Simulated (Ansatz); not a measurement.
# The perfect GaP wire along [111], 38 atoms a period, H-terminated, part 2 of 2

Aim: is the GaP wire along [111], 38 atoms a period, H-terminated a metal or a semiconductor?

Ansatz 0.2.0; DFT PBE, plane waves, PAW; relaxation of a wire's period; PAW set soft_1 (the session's first sound run).

So far. Step 2 (Relaxation of atoms and period): The cell's length comes to 9.547 Å with spin left out.

## (3) Bands of the perfect wire

This step: DFT PBE, plane waves, PAW; bands of a perfect wire; PAW set soft_1 (Ansatz 0.2.0).

At the relaxed period the bands are computed along the axis; those that cross an energy going forward count the channels that a perfect wire would open there.

input.yaml

```yaml
crystal:
  lattice:
    - [17.172, 0.0, 0.0]
    - [0.0, 18.636, 0.0]
    - [0.0, 0.0, 9.5472847068]
  atoms:
    - { symbol: Ga, position: [0.26928983, 0.50564184, 0.995284837] }
    - { symbol: Ga, position: [0.382908808, 0.686986853, 0.995287842] }
    - { symbol: Ga, position: [0.500012984, 0.503786438, 0.002433406] }
    - { symbol: Ga, position: [0.61711716, 0.686986853, 0.995287842] }
    - { symbol: P, position: [0.278956074, 0.506904947, 0.246980031] }
    - { symbol: P, position: [0.392406836, 0.325825228, 0.24698261] }
    - { symbol: P, position: [0.386553673, 0.678643709, 0.246979881] }
    - { symbol: P, position: [0.500012984, 0.503791835, 0.253297616] }
    - { symbol: P, position: [0.607619132, 0.325825228, 0.24698261] }
    - { symbol: P, position: [0.613472295, 0.678643709, 0.246979881] }
    - { symbol: P, position: [0.721069894, 0.506904947, 0.246980031] }
    - { symbol: H, position: [0.19202711, 0.667620121, 0.279926173] }
    - { symbol: H, position: [0.500012984, 0.176108597, 0.279877941] }
    - { symbol: H, position: [0.807998858, 0.667620121, 0.279926173] }
    - { symbol: H, position: [0.211834542, 0.471200658, 0.299987843] }
    - { symbol: H, position: [0.325293759, 0.290107761, 0.299990648] }
    - { symbol: H, position: [0.386547308, 0.750061547, 0.299966022] }
    - { symbol: H, position: [0.61347866, 0.750061547, 0.299966022] }
    - { symbol: H, position: [0.674732209, 0.290107761, 0.299990648] }
    - { symbol: H, position: [0.788191426, 0.471200658, 0.299987843] }
    - { symbol: Ga, position: [0.267357274, 0.627568419, 0.326724781] }
    - { symbol: Ga, position: [0.388226644, 0.444323063, 0.342027505] }
    - { symbol: Ga, position: [0.500012984, 0.622741222, 0.34202127] }
    - { symbol: Ga, position: [0.500012984, 0.256251423, 0.326725073] }
    - { symbol: Ga, position: [0.611799324, 0.444323063, 0.342027505] }
    - { symbol: Ga, position: [0.732668694, 0.627568419, 0.326724781] }
    - { symbol: P, position: [0.279264588, 0.621219939, 0.577678468] }
    - { symbol: P, position: [0.384479648, 0.442318861, 0.589743437] }
    - { symbol: P, position: [0.500012984, 0.626720784, 0.589742863] }
    - { symbol: P, position: [0.500012984, 0.268898556, 0.57767134] }
    - { symbol: P, position: [0.61554632, 0.442318861, 0.589743437] }
    - { symbol: P, position: [0.72076138, 0.621219939, 0.577678468] }
    - { symbol: H, position: [0.196351732, 0.427169997, 0.611943799] }
    - { symbol: H, position: [0.276188136, 0.299754077, 0.611965496] }
    - { symbol: H, position: [0.420178691, 0.784422164, 0.611973309] }
    - { symbol: H, position: [0.579847277, 0.784422164, 0.611973309] }
    - { symbol: H, position: [0.723837832, 0.299754077, 0.611965496] }
    - { symbol: H, position: [0.803674237, 0.427169997, 0.611943799] }
    - { symbol: H, position: [0.210476034, 0.590807948, 0.634903895] }
    - { symbol: H, position: [0.27343813, 0.691314244, 0.63491822] }
    - { symbol: H, position: [0.43704122, 0.229195611, 0.634872426] }
    - { symbol: H, position: [0.562984748, 0.229195611, 0.634872426] }
    - { symbol: H, position: [0.726587838, 0.691314244, 0.63491822] }
    - { symbol: H, position: [0.789549934, 0.590807948, 0.634903895] }
    - { symbol: Ga, position: [0.266950363, 0.379789195, 0.660436737] }
    - { symbol: Ga, position: [0.391398333, 0.561572884, 0.674845248] }
    - { symbol: Ga, position: [0.500012984, 0.388213848, 0.674835889] }
    - { symbol: Ga, position: [0.500012984, 0.751777062, 0.660471024] }
    - { symbol: Ga, position: [0.608627635, 0.561572884, 0.674845248] }
    - { symbol: Ga, position: [0.733075605, 0.379789195, 0.660436737] }
    - { symbol: P, position: [0.279016821, 0.386211464, 0.911593362] }
    - { symbol: P, position: [0.386173836, 0.564350506, 0.922714441] }
    - { symbol: P, position: [0.500012984, 0.382650713, 0.922709243] }
    - { symbol: P, position: [0.500012984, 0.738941724, 0.911618389] }
    - { symbol: P, position: [0.613852133, 0.564350506, 0.922714441] }
    - { symbol: P, position: [0.721009147, 0.386211464, 0.911593362] }
    - { symbol: H, position: [0.193958768, 0.545790815, 0.946250864] }
    - { symbol: H, position: [0.307484982, 0.726990731, 0.946240143] }
    - { symbol: H, position: [0.386481948, 0.23853509, 0.946288034] }
    - { symbol: H, position: [0.61354402, 0.23853509, 0.946288034] }
    - { symbol: H, position: [0.692540986, 0.726990731, 0.946240143] }
    - { symbol: H, position: [0.8060672, 0.545790815, 0.946250864] }
    - { symbol: H, position: [0.21199606, 0.350553354, 0.965461871] }
    - { symbol: H, position: [0.500012984, 0.810249841, 0.965494619] }
    - { symbol: H, position: [0.788029908, 0.350553354, 0.965461871] }
    - { symbol: Ga, position: [0.386390922, 0.31873782, 0.99528939] }
    - { symbol: Ga, position: [0.613635046, 0.31873782, 0.99528939] }
    - { symbol: Ga, position: [0.730736138, 0.50564184, 0.995284837] }
kpoints:
  mp_grid: { grid: [1, 1, 9] }
  band_path: { path: ["Γ", Z], npoints: 90 }
scf:
  occupations: { method: fermi_dirac, width: 0.05 }
hamiltonian:
  xc: pbe
  pseudopotentials: { kind: paw, azcp: { folder: soft_1 } }
output:
  dos: { e_range: [-5, 4] }
  write_potential: true
  write_density: true
  volumetric_format: npy
```

Started as:

```console
ansatz run input.yaml --threads 8 --pin off --max-ram 16384MiB --backend cpu --events-out ev --progress --plain --runs-dir out
```

Numbers of over 12 decimals in the logs are rounded to 6 here.

Log:

```text
[...]
Crystal: 68 atoms, lattice volume = 3055.297 Å³
Basis set: ecut = 420 eV, 59625 PW (Γ)
Bands: 254, of which v1, the nominal top of the filled ones, is band 186 counted from 1 (185 counted from 0)
Symmetry: 2 space group operations
[...]
k-points: 5 of 9 (time reversal used)
[...]
SCF iter   1: F=—  HF=-86732.412133 eV  |F-HF|=—  |Δ(HF+E_count)|=         —  Δρ=3.65e-2  dr2=3.79e1  ethr=3.10e-3  ⟨swp⟩=8.6  Hψ=6460  notcnv=0  defer=134
[...]
SCF iter  11: F=-86720.808573 eV  HF=-86720.808573 eV  |F-HF|=1.14e-8  |Δ(HF+E_count)|=   8.34e-8  Δρ=5.94e-7  dr2=1.29e-8  ethr=2.69e-11  ⟨swp⟩=18.6  Hψ=7613  notcnv=0
SCF 1 converged in 11 iterations: F = -86720.808573 eV  dr2 = 1.29e-8
[...]
NSCF: frozen V_eff on 91 k-points
WARN: The output density's exchange-correlation potential varies sharply where the density is thin. Do not read a vacuum level from v_tot or v_xc, or from such a field of the output density. On a cell that repeats whose density bears no net charge and no dipole along the vacuum's axis use v_es (v_loc + v_h of the components); under efield.dipole_correction with no amplitude use v_es + v_field, which holds any externa [...]
SCF converged after 11 iterations
Free energy (F): -86720.808573 eV
[...]
Internal energy: -86720.808573 eV  (E = F + TS)
E sigma→0 (E₀):  -86720.808573 eV
Fermi energy:    -0.848911 eV
[...]
--- Band table (eV; the first three rows and the last of 5) ---
  k-point 0: bands = [... 182 lower, -2.7683, -2.6427, -2.6424, -2.2528, 0.5898, 0.7667, 0.7680, 1.0374, ... 64 higher]
  k-point 1: bands = [... 182 lower, -2.7803, -2.6447, -2.6443, -2.3262, 0.6246, 0.7507, 0.7529, 1.0093, ... 64 higher]
  k-point 2: bands = [... 182 lower, -2.8244, -2.6567, -2.6562, -2.5342, 0.7012, 0.7471, 0.7503, 0.9328, ... 64 higher]
  k-point 4: bands = [... 182 lower, -2.8248, -2.8241, -2.7229, -2.7223, 0.7477, 0.7839, 0.7864, 0.8331, ... 64 higher]
```

The job ended after 52 min (8 threads of Arm Neoverse N1, shared host; peak memory 14 GiB).

Reading the cycles: dr2 is the Hartree energy of the density residual (eV), the measure of convergence; HF is the Harris–Foulkes estimate of the energy, which meets the free energy F at convergence.

This step gave:

- band gap: 2.843 eV

Electronic bands along the path, in eV, zero at the Fermi level; v1 is the highest filled band, c1 the lowest empty one:

| point | v4 | v3 | v2 | v1 | c1 | c2 | c3 | c4 |
| --- | --- | --- | --- | --- | --- | --- | --- | --- |
| Γ | -1.92 | -1.79 | -1.79 | -1.40 | 1.44 | 1.62 | 1.62 | 1.89 |
| halfway | -1.99 | -1.81 | -1.81 | -1.75 | 1.57 | 1.60 | 1.61 | 1.76 |
| Z | -1.96 | -1.96 | -1.88 | -1.88 | 1.59 | 1.63 | 1.63 | 1.68 |

The gap is 2.84 eV, with spin left out.

The path shows a direct gap of 2.84 eV (valence top at Γ, conduction bottom at Γ).

## (4) Another level of theory, cutoff 500 eV, k-mesh 1×1×7

This step: DFT r2SCAN, plane waves, PAW; bands of a perfect wire at the PBE geometry; PAW set soft_1 (Ansatz 0.2.0).

The atoms stay at the PBE geometry and the functional changes. r2SCAN also reads the kinetic-energy density; it often gives larger moments and wider gaps than PBE, at a higher cost. Against the first PBE run of this kind, the cutoff is 500 eV against 420 and the mesh along the wire has 7 points against 9.

Changes to input.yaml since step 3:

```diff
@@ -75,3 +75,3 @@
 kpoints:
-  mp_grid: { grid: [1, 1, 9] }
+  mp_grid: { grid: [1, 1, 7] }
   band_path: { path: ["Γ", Z], npoints: 90 }
@@ -80,8 +80,3 @@
 hamiltonian:
-  xc: pbe
+  xc: r2scan
   pseudopotentials: { kind: paw, azcp: { folder: soft_1 } }
-output:
-  dos: { e_range: [-5, 4] }
-  write_potential: true
-  write_density: true
-  volumetric_format: npy
```

Log:

```text
[...]
Crystal: 68 atoms, lattice volume = 3055.297 Å³
Basis set: ecut = 500 eV, 77631 PW (Γ), exchange–correlation on 512×576×288 points (64 copies of the dense FFT grid, shifted against one another)
Bands: 254, of which v1, the nominal top of the filled ones, is band 186 counted from 1 (185 counted from 0)
Symmetry: 2 space group operations
[...]
k-points: 4 of 7 (time reversal used)
[...]
SCF iter   1: F=—  HF=-86935.820459 eV  |F-HF|=—  |Δ(HF+E_count)|=         —  Δρ=3.61e-2  dr2=3.41e1  dr2_τ=5.61e-1  ethr=3.10e-3  ⟨swp⟩=8.8  Hψ=5275  notcnv=0  defer=87
[...]
SCF iter  10: F=-86929.516121 eV  HF=-86929.516121 eV  |F-HF|=1.04e-7  |Δ(HF+E_count)|=   7.19e-7  Δρ=1.28e-6  dr2=6.66e-8  dr2_τ=1.60e-9  ethr=2.69e-11  ⟨swp⟩=16.2  Hψ=6915  notcnv=0
SCF 1 converged in 10 iterations: F = -86929.516121 eV  dr2 = 6.66e-8
[...]
SCF converged after 10 iterations
Free energy (F): -86929.516121 eV
[...]
Internal energy: -86929.516121 eV  (E = F + TS)
E sigma→0 (E₀):  -86929.516121 eV
Fermi energy:    -0.891816 eV
[...]
--- Band table (eV) ---
  k-point 0: bands = [... 182 lower, -2.9933, -2.8670, -2.8668, -2.4532, 0.6985, 0.8739, 0.8747, 1.2042, ... 64 higher]
  k-point 1: bands = [... 182 lower, -3.0186, -2.8701, -2.8697, -2.5774, 0.7564, 0.8559, 0.8574, 1.1925, ... 64 higher]
  k-point 2: bands = [... 182 lower, -3.0944, -2.9174, -2.8957, -2.8952, 0.8638, 0.8854, 0.8876, 1.0734, ... 64 higher]
  k-point 3: bands = [... 182 lower, -3.0657, -3.0651, -2.9462, -2.9457, 0.9209, 0.9477, 0.9498, 0.9803, ... 64 higher]
```

Run time: 79 min. Hardware: 8 threads; peak memory 13 GiB; 10 h of CPU time.

Numbers from this step:

- band gap: 3.152 eV

The electronic bands at the labelled points (eV, zero at the Fermi level; v1 is the highest filled band, c1 the lowest empty one):

| point | v4 | v3 | v2 | v1 | c1 | c2 | c3 | c4 |
| --- | --- | --- | --- | --- | --- | --- | --- | --- |
| Γ | -2.10 | -1.98 | -1.98 | -1.56 | 1.59 | 1.77 | 1.77 | 2.10 |
| halfway | -2.18 | -1.99 | -1.99 | -1.92 | 1.73 | 1.76 | 1.76 | 2.00 |
| Z | -2.16 | -2.15 | -2.07 | -2.07 | 1.82 | 1.84 | 1.84 | 1.86 |

The gap is 3.15 eV, against 2.84 eV under PBE at the relaxed period.

## (5) What came out

```json
{"cell length, PBE": "9.547 Å", "gap, PBE": "2.84 eV", "gap, r2SCAN": "3.15 eV"}
```

Under PBE the cell's length is 9.55 Å, and a gap of 2.84 eV makes it a semiconductor. At the relaxed period the wire is gapped under every functional, from 2.84 eV (PBE) to 3.15 eV (r2SCAN). Weak screening in one dimension makes quasiparticle gaps larger than the semilocal gaps, as a rule. Plain hydrogen on a compound's surface is a simple closure: it may leave surface states, and facets that end in unlike atoms put a field across the wire, both of which shrink the gap.

[Logs are printed without paths, hosts, clocks, repeated set-up lines and the standing remarks that a program may print on its own settings, such as how far it seeks lower states.]

[Hosts, paths, dates, database ids (printed as entryN), source tags and the programs' standing remarks are cut or masked in the printed files.]
